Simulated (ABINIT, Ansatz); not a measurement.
# GeTe3Pb (Pm-3m): zone-centre phonons, part 3 of 4

Aim: the zone-centre modes of GeTe3Pb (Pm-3m).

ABINIT 10.8.3; DFT LDA, scalar-relativistic, plane waves, HGH norm-conserving pseudopotentials.

So far. Step 2 (Relaxing the cell and atoms): The volume changes by +0.9 % from the cell with which this run began. Step 4 (Linear response at Γ): The acoustic modes at Γ come out as far as 0.3 cm⁻¹ from zero, where they should vanish, a small numerical error. The lowest optical mode is imaginary, 90i cm⁻¹, an instability at this level and on this k mesh. The relaxed cell has a = 5.333 Å (conventional setting).

The structure was built from a prototype and need not be the compound's stable phase.

## (5) Zone-centre analysis

anaddb reads the merged derivatives and imposes the acoustic sum rule.

Input file anaddb.abi:

```
ddb_filepath "gamma_DDB"
output_file "anaddb.abo"
outdata_prefix "anaddb"
asr 1
chneut 1
enunit 2
eivec 1
nph1l 1
qph1l 0.0 0.0 0.0 1.0
```

Input file mrgddb.in:

```
gamma_DDB
merged
2
dfpt_gammao_DDB
gso_DDB
```

Command:

```sh
$ mrgddb < mrgddb.in > mrgddb.log
$ OMP_NUM_THREADS=1 anaddb anaddb.abi > anaddb.log
```

anaddb.abo, the main output file:

```text
-outvars_anaddb: echo values of input variables ----------------------

 Miscellaneous information :
      enunit         2
       eivec         1
         asr         1
 First list of wavevector (reduced coord.) :
       nph1l         1
       qph1l
                     0.00000000E+00  0.00000000E+00  0.00000000E+00    1.000E+00

================================================================================

 read the DDB information and perform some checks

  ==== Info on the Cryst% object ====
 Real(R)+Recip(G) space primitive vectors, cartesian coordinates (Bohr,Bohr^-1):
 R(1)= 10.0778657  0.0000000  0.0000000  G(1)=  0.0992274  0.0000000  0.0000000
 R(2)=  0.0000000 10.0778657  0.0000000  G(2)=  0.0000000  0.0992274  0.0000000
 R(3)=  0.0000000  0.0000000 10.0778657  G(3)=  0.0000000  0.0000000  0.0992274
 Unit cell volume ucvol=  1.0235421E+03 bohr^3
 Angles (23,13,12)=  9.00000000E+01  9.00000000E+01  9.00000000E+01 degrees
 Time-reversal symmetry is present
 Reduced atomic positions [iatom, xred, symbol]:
    1)    0.0000000  0.0000000  0.0000000  Pb
    2)    0.5000000  0.5000000  0.5000000  Ge
    3)    0.5000000  0.5000000  0.0000000  Te
    4)    0.5000000  0.0000000  0.5000000  Te
    5)    0.0000000  0.5000000  0.5000000  Te

 DDB file with 3 blocks has been read.

================================================================================

 Treat the first list of vectors

  Phonon wavevector (reduced coordinates) :  0.00000  0.00000  0.00000
 Phonon energies in Hartree :
  -4.099315E-04 -4.099315E-04 -4.099315E-04 -3.301832E-04 -3.301832E-04
  -3.301832E-04 -2.404314E-04 -2.404314E-04 -2.404314E-04  1.302975E-08
   1.320400E-08  1.371350E-08  7.560285E-04  7.560285E-04  7.560285E-04
 Phonon energies in meV     :
- -1.115480E+01 -1.115480E+01 -1.115480E+01 -8.984742E+00 -8.984742E+00
- -8.984742E+00 -6.542471E+00 -6.542471E+00 -6.542471E+00  3.545575E-04
-  3.592991E-04  3.731634E-04  2.057258E+01  2.057258E+01  2.057258E+01
 Phonon frequencies in cm-1    :
- -8.996956E+01 -8.996956E+01 -8.996956E+01 -7.246683E+01 -7.246683E+01
- -7.246683E+01 -5.276859E+01 -5.276859E+01 -5.276859E+01  2.859699E-03
-  2.897942E-03  3.009766E-03  1.659291E+02  1.659291E+02  1.659291E+02
 Phonon frequencies in Thz     :
- -2.697219E+00 -2.697219E+00 -2.697219E+00 -2.172501E+00 -2.172501E+00
- -2.172501E+00 -1.581963E+00 -1.581963E+00 -1.581963E+00  8.573161E-05
-  8.687813E-05  9.023052E-05  4.974428E+00  4.974428E+00  4.974428E+00
 Phonon energies in Kelvin  :
- -1.294461E+02 -1.294461E+02 -1.294461E+02 -1.042636E+02 -1.042636E+02
- -1.042636E+02 -7.592223E+01 -7.592223E+01 -7.592223E+01  4.114468E-03
-  4.169492E-03  4.330382E-03  2.387349E+02  2.387349E+02  2.387349E+02

 Eigendisplacements
 (will be given, for each mode : in cartesian coordinates
   for each atom the real part of the displacement vector,
   then the imaginary part of the displacement vector - absolute values smaller than 1.0d-7 are set to zero)
  Mode number    1   Energy   -4.099315E-04
 Attention : low frequency mode.
   (Could be unstable or acoustic mode)
-  1  0.00000000E+00  0.00000000E+00  8.14504942E-04
-     0.00000000E+00  0.00000000E+00  0.00000000E+00
-  2  0.00000000E+00  0.00000000E+00  1.23729489E-03
-     0.00000000E+00  0.00000000E+00  0.00000000E+00
-  3  0.00000000E+00  0.00000000E+00  1.33378707E-04
-     0.00000000E+00  0.00000000E+00  0.00000000E+00
-  4  0.00000000E+00  0.00000000E+00 -1.08004683E-03
-     0.00000000E+00  0.00000000E+00  0.00000000E+00
-  5  0.00000000E+00  0.00000000E+00 -1.08004683E-03
-     0.00000000E+00  0.00000000E+00  0.00000000E+00
  Mode number    2   Energy   -4.099315E-04
 Attention : low frequency mode.
   (Could be unstable or acoustic mode)
-  1  0.00000000E+00  8.14504942E-04  0.00000000E+00
-     0.00000000E+00  0.00000000E+00  0.00000000E+00
-  2  0.00000000E+00  1.23729489E-03  0.00000000E+00
-     0.00000000E+00  0.00000000E+00  0.00000000E+00
-  3  0.00000000E+00 -1.08004683E-03  0.00000000E+00
-     0.00000000E+00  0.00000000E+00  0.00000000E+00
-  4  0.00000000E+00  1.33378707E-04  0.00000000E+00
-     0.00000000E+00  0.00000000E+00  0.00000000E+00
-  5  0.00000000E+00 -1.08004683E-03  0.00000000E+00
-     0.00000000E+00  0.00000000E+00  0.00000000E+00
  Mode number    3   Energy   -4.099315E-04
 Attention : low frequency mode.
   (Could be unstable or acoustic mode)
-  1  8.14504942E-04  0.00000000E+00  0.00000000E+00
-     0.00000000E+00  0.00000000E+00  0.00000000E+00
-  2  1.23729489E-03  0.00000000E+00  0.00000000E+00
-     0.00000000E+00  0.00000000E+00  0.00000000E+00
-  3 -1.08004683E-03  0.00000000E+00  0.00000000E+00
-     0.00000000E+00  0.00000000E+00  0.00000000E+00
-  4 -1.08004683E-03  0.00000000E+00  0.00000000E+00
-     0.00000000E+00  0.00000000E+00  0.00000000E+00
-  5  1.33378707E-04  0.00000000E+00  0.00000000E+00
-     0.00000000E+00  0.00000000E+00  0.00000000E+00
  Mode number    4   Energy   -3.301832E-04
 Attention : low frequency mode.
   (Could be unstable or acoustic mode)
-  1  0.00000000E+00  0.00000000E+00  0.00000000E+00
-     0.00000000E+00  0.00000000E+00  0.00000000E+00
-  2  0.00000000E+00  0.00000000E+00  0.00000000E+00
-     0.00000000E+00  0.00000000E+00  0.00000000E+00
-  3  0.00000000E+00  0.00000000E+00  0.00000000E+00
-     0.00000000E+00  0.00000000E+00  0.00000000E+00
-  4  0.00000000E+00  0.00000000E+00  1.46615408E-03
-     0.00000000E+00  0.00000000E+00  0.00000000E+00
-  5  0.00000000E+00  0.00000000E+00 -1.46615408E-03
-     0.00000000E+00  0.00000000E+00  0.00000000E+00
  Mode number    5   Energy   -3.301832E-04
 Attention : low frequency mode.
   (Could be unstable or acoustic mode)
-  1  0.00000000E+00  0.00000000E+00  0.00000000E+00
-     0.00000000E+00  0.00000000E+00  0.00000000E+00
-  2  0.00000000E+00  0.00000000E+00  0.00000000E+00
-     0.00000000E+00  0.00000000E+00  0.00000000E+00
-  3  0.00000000E+00 -1.46615408E-03  0.00000000E+00
-     0.00000000E+00  0.00000000E+00  0.00000000E+00
-  4  0.00000000E+00  0.00000000E+00  0.00000000E+00
-     0.00000000E+00  0.00000000E+00  0.00000000E+00
-  5  0.00000000E+00  1.46615408E-03  0.00000000E+00
-     0.00000000E+00  0.00000000E+00  0.00000000E+00
  Mode number    6   Energy   -3.301832E-04
 Attention : low frequency mode.
   (Could be unstable or acoustic mode)
-  1  0.00000000E+00  0.00000000E+00  0.00000000E+00
-     0.00000000E+00  0.00000000E+00  0.00000000E+00
-  2  0.00000000E+00  0.00000000E+00  0.00000000E+00
-     0.00000000E+00  0.00000000E+00  0.00000000E+00
-  3  1.46615408E-03  0.00000000E+00  0.00000000E+00
-     0.00000000E+00  0.00000000E+00  0.00000000E+00
-  4 -1.46615408E-03  0.00000000E+00  0.00000000E+00
-     0.00000000E+00  0.00000000E+00  0.00000000E+00
-  5  0.00000000E+00  0.00000000E+00  0.00000000E+00
-     0.00000000E+00  0.00000000E+00  0.00000000E+00
  Mode number    7   Energy   -2.404314E-04
 Attention : low frequency mode.
   (Could be unstable or acoustic mode)
-  1  0.00000000E+00  0.00000000E+00 -1.07489570E-03
-     0.00000000E+00  0.00000000E+00  0.00000000E+00
-  2  0.00000000E+00  0.00000000E+00  1.74500732E-03
-     0.00000000E+00  0.00000000E+00  0.00000000E+00
-  3  0.00000000E+00  0.00000000E+00  8.29074569E-04
-     0.00000000E+00  0.00000000E+00  0.00000000E+00
-  4  0.00000000E+00  0.00000000E+00 -3.81807425E-05
-     0.00000000E+00  0.00000000E+00  0.00000000E+00
-  5  0.00000000E+00  0.00000000E+00 -3.81807425E-05
-     0.00000000E+00  0.00000000E+00  0.00000000E+00
  Mode number    8   Energy   -2.404314E-04
 Attention : low frequency mode.
   (Could be unstable or acoustic mode)
-  1  0.00000000E+00 -1.07489570E-03  0.00000000E+00
-     0.00000000E+00  0.00000000E+00  0.00000000E+00
-  2  0.00000000E+00  1.74500732E-03  0.00000000E+00
-     0.00000000E+00  0.00000000E+00  0.00000000E+00
-  3  0.00000000E+00 -3.81807425E-05  0.00000000E+00
-     0.00000000E+00  0.00000000E+00  0.00000000E+00
-  4  0.00000000E+00  8.29074569E-04  0.00000000E+00
-     0.00000000E+00  0.00000000E+00  0.00000000E+00
-  5  0.00000000E+00 -3.81807425E-05  0.00000000E+00
-     0.00000000E+00  0.00000000E+00  0.00000000E+00
  Mode number    9   Energy   -2.404314E-04
 Attention : low frequency mode.
   (Could be unstable or acoustic mode)
-  1  1.07489570E-03  0.00000000E+00  0.00000000E+00
-     0.00000000E+00  0.00000000E+00  0.00000000E+00
-  2 -1.74500732E-03  0.00000000E+00  0.00000000E+00
-     0.00000000E+00  0.00000000E+00  0.00000000E+00
-  3  3.81807425E-05  0.00000000E+00  0.00000000E+00
-     0.00000000E+00  0.00000000E+00  0.00000000E+00
-  4  3.81807425E-05  0.00000000E+00  0.00000000E+00
-     0.00000000E+00  0.00000000E+00  0.00000000E+00
-  5 -8.29074569E-04  0.00000000E+00  0.00000000E+00
-     0.00000000E+00  0.00000000E+00  0.00000000E+00
  Mode number   10   Energy    1.302975E-08
 Attention : low frequency mode.
   (Could be unstable or acoustic mode)
-  1  0.00000000E+00  0.00000000E+00 -9.09957539E-04
-     0.00000000E+00  0.00000000E+00  0.00000000E+00
-  2  0.00000000E+00  0.00000000E+00 -9.09814153E-04
-     0.00000000E+00  0.00000000E+00  0.00000000E+00
-  3  0.00000000E+00  0.00000000E+00 -9.09841289E-04
-     0.00000000E+00  0.00000000E+00  0.00000000E+00
-  4  0.00000000E+00  0.00000000E+00 -9.09892325E-04
-     0.00000000E+00  0.00000000E+00  0.00000000E+00
-  5  0.00000000E+00  0.00000000E+00 -9.09892325E-04
-     0.00000000E+00  0.00000000E+00  0.00000000E+00
  Mode number   11   Energy    1.320400E-08
 Attention : low frequency mode.
   (Could be unstable or acoustic mode)
-  1  0.00000000E+00 -9.09957539E-04  0.00000000E+00
-     0.00000000E+00  0.00000000E+00  0.00000000E+00
-  2  0.00000000E+00 -9.09814153E-04  0.00000000E+00
-     0.00000000E+00  0.00000000E+00  0.00000000E+00
-  3  0.00000000E+00 -9.09892325E-04  0.00000000E+00
-     0.00000000E+00  0.00000000E+00  0.00000000E+00
-  4  0.00000000E+00 -9.09841289E-04  0.00000000E+00
-     0.00000000E+00  0.00000000E+00  0.00000000E+00
-  5  0.00000000E+00 -9.09892325E-04  0.00000000E+00
-     0.00000000E+00  0.00000000E+00  0.00000000E+00
  Mode number   12   Energy    1.371350E-08
 Attention : low frequency mode.
   (Could be unstable or acoustic mode)
-  1  9.09957539E-04  0.00000000E+00  0.00000000E+00
-     0.00000000E+00  0.00000000E+00  0.00000000E+00
-  2  9.09814153E-04  0.00000000E+00  0.00000000E+00
-     0.00000000E+00  0.00000000E+00  0.00000000E+00
-  3  9.09892325E-04  0.00000000E+00  0.00000000E+00
-     0.00000000E+00  0.00000000E+00  0.00000000E+00
-  4  9.09892325E-04  0.00000000E+00  0.00000000E+00
-     0.00000000E+00  0.00000000E+00  0.00000000E+00
-  5  9.09841289E-04  0.00000000E+00  0.00000000E+00
-     0.00000000E+00  0.00000000E+00  0.00000000E+00
  Mode number   13   Energy    7.560285E-04
-  1  0.00000000E+00  0.00000000E+00  2.72882028E-05
-     0.00000000E+00  0.00000000E+00  0.00000000E+00
-  2  0.00000000E+00  0.00000000E+00  1.46678064E-03
-     0.00000000E+00  0.00000000E+00  0.00000000E+00
-  3  0.00000000E+00  0.00000000E+00 -1.66320471E-03
-     0.00000000E+00  0.00000000E+00  0.00000000E+00
-  4  0.00000000E+00  0.00000000E+00  3.92103071E-04
-     0.00000000E+00  0.00000000E+00  0.00000000E+00
-  5  0.00000000E+00  0.00000000E+00  3.92103071E-04
-     0.00000000E+00  0.00000000E+00  0.00000000E+00
  Mode number   14   Energy    7.560285E-04
-  1  0.00000000E+00 -2.72882028E-05  0.00000000E+00
-     0.00000000E+00  0.00000000E+00  0.00000000E+00
-  2  0.00000000E+00 -1.46678064E-03  0.00000000E+00
-     0.00000000E+00  0.00000000E+00  0.00000000E+00
-  3  0.00000000E+00 -3.92103071E-04  0.00000000E+00
-     0.00000000E+00  0.00000000E+00  0.00000000E+00
-  4  0.00000000E+00  1.66320471E-03  0.00000000E+00
-     0.00000000E+00  0.00000000E+00  0.00000000E+00
-  5  0.00000000E+00 -3.92103071E-04  0.00000000E+00
-     0.00000000E+00  0.00000000E+00  0.00000000E+00
  Mode number   15   Energy    7.560285E-04
-  1  2.72882028E-05  0.00000000E+00  0.00000000E+00
-     0.00000000E+00  0.00000000E+00  0.00000000E+00
-  2  1.46678064E-03  0.00000000E+00  0.00000000E+00
-     0.00000000E+00  0.00000000E+00  0.00000000E+00
-  3  3.92103071E-04  0.00000000E+00  0.00000000E+00
-     0.00000000E+00  0.00000000E+00  0.00000000E+00
-  4  3.92103071E-04  0.00000000E+00  0.00000000E+00
-     0.00000000E+00  0.00000000E+00  0.00000000E+00
-  5 -1.66320471E-03  0.00000000E+00  0.00000000E+00
-     0.00000000E+00  0.00000000E+00  0.00000000E+00

 Analysis of degeneracies and characters (maximum tolerance=1.00E-06 a.u.)
 For each vibration mode, or group of modes if degenerate,
 the characters are given for each symmetry operation (see the list in the log file).
 Symmetry characters of vibration mode #   1
       degenerate with vibration modes #   2 to    3
  3.0 -3.0 -1.0  1.0 -1.0  1.0 -1.0  1.0  1.0 -1.0 -1.0  1.0  1.0 -1.0 -1.0  1.0
  0.0 -0.0  0.0 -0.0 -0.0  0.0 -0.0  0.0  1.0 -1.0 -1.0  1.0 -1.0  1.0  1.0 -1.0
  0.0 -0.0 -0.0  0.0 -0.0  0.0  0.0 -0.0  1.0 -1.0  1.0 -1.0 -1.0  1.0 -1.0  1.0
 Symmetry characters of vibration mode #   4
       degenerate with vibration modes #   5 to    6
  3.0 -3.0 -1.0  1.0 -1.0  1.0 -1.0  1.0 -1.0  1.0  1.0 -1.0 -1.0  1.0  1.0 -1.0
  0.0 -0.0  0.0 -0.0 -0.0  0.0 -0.0  0.0 -1.0  1.0  1.0 -1.0  1.0 -1.0 -1.0  1.0
  0.0 -0.0 -0.0  0.0 -0.0  0.0  0.0 -0.0 -1.0  1.0 -1.0  1.0  1.0 -1.0  1.0 -1.0
 Symmetry characters of vibration mode #   7
       degenerate with vibration modes #   8 to    9
  3.0 -3.0 -1.0  1.0 -1.0  1.0 -1.0  1.0  1.0 -1.0 -1.0  1.0  1.0 -1.0 -1.0  1.0
  0.0 -0.0  0.0 -0.0 -0.0  0.0 -0.0  0.0  1.0 -1.0 -1.0  1.0 -1.0  1.0  1.0 -1.0
  0.0 -0.0 -0.0  0.0 -0.0  0.0  0.0 -0.0  1.0 -1.0  1.0 -1.0 -1.0  1.0 -1.0  1.0
 Symmetry characters of vibration mode #  10
       degenerate with vibration modes #  11 to   12
  3.0 -3.0 -1.0  1.0 -1.0  1.0 -1.0  1.0  1.0 -1.0 -1.0  1.0  1.0 -1.0 -1.0  1.0
  0.0 -0.0  0.0 -0.0 -0.0  0.0 -0.0  0.0  1.0 -1.0 -1.0  1.0 -1.0  1.0  1.0 -1.0
  0.0 -0.0 -0.0  0.0 -0.0  0.0  0.0 -0.0  1.0 -1.0  1.0 -1.0 -1.0  1.0 -1.0  1.0
 Symmetry characters of vibration mode #  13
       degenerate with vibration modes #  14 to   15
  3.0 -3.0 -1.0  1.0 -1.0  1.0 -1.0  1.0  1.0 -1.0 -1.0  1.0  1.0 -1.0 -1.0  1.0
  0.0 -0.0  0.0 -0.0 -0.0  0.0 -0.0  0.0  1.0 -1.0 -1.0  1.0 -1.0  1.0  1.0 -1.0
  0.0 -0.0 -0.0  0.0 -0.0  0.0  0.0 -0.0  1.0 -1.0  1.0 -1.0 -1.0  1.0 -1.0  1.0
-
```

The job ended after 0.51 s (1 thread of Arm Neoverse V2, shared host).

No LO-TO term; unit eigenvectors of the mass-weighted matrix, from anaddb's displacements. The modes at Γ (shares of kinetic energy by element, %) (negative means imaginary):

| mode | frequency (cm⁻¹) | symmetry | Pb % | Ge % | Te % |
| --- | --- | --- | --- | --- | --- |
| 1 | -90.0 | T1u | 25 | 20 | 55 |
| 2 | -90.0 | T1u | 25 | 20 | 55 |
| 3 | -90.0 | T1u | 25 | 20 | 55 |
| 4 | -72.5 | T2u | 0 | 0 | 100 |
| 5 | -72.5 | T2u | 0 | 0 | 100 |
| 6 | -72.5 | T2u | 0 | 0 | 100 |
| 7 | -52.8 | T1u | 44 | 40 | 16 |
| 8 | -52.8 | T1u | 44 | 40 | 16 |
| 9 | -52.8 | T1u | 44 | 40 | 16 |
| 10 | 0.0 | acoustic | 31 | 11 | 58 |
| 11 | 0.0 | acoustic | 31 | 11 | 58 |
| 12 | 0.0 | acoustic | 31 | 11 | 58 |
| 13 | 165.9 | T1u | 0 | 28 | 71 |
| 14 | 165.9 | T1u | 0 | 28 | 71 |
| 15 | 165.9 | T1u | 0 | 28 | 71 |

Displacements in mode 3 (-90.0 cm⁻¹), the largest set to 1:
```
Pb1  0.66  0.00  0.00
Ge2  1.00  0.00  0.00
Te3 -0.87  0.00  0.00
Te4 -0.87  0.00  0.00
Te5  0.11  0.00  0.00
```

Displacements in mode 9 (-52.8 cm⁻¹), the largest set to 1:
```
Pb1  0.62  0.00  0.00
Ge2 -1.00  0.00  0.00
Te3  0.02  0.00  0.00
Te4  0.02  0.00  0.00
Te5 -0.48  0.00  0.00
```

The rule moves no optical mode by more than 0.1 cm⁻¹.

(Part 3 of 4 ends here.)

[Host names and launcher messages were left out of these logs when they were recorded.]

[Logs are printed without paths, hosts, clocks, repeated set-up lines and the standing remarks that a program may print on its own settings, such as how far it seeks lower states.]

[Hosts, paths, dates, database ids (printed as entryN), source tags and the programs' standing remarks are cut or masked in the printed files.]
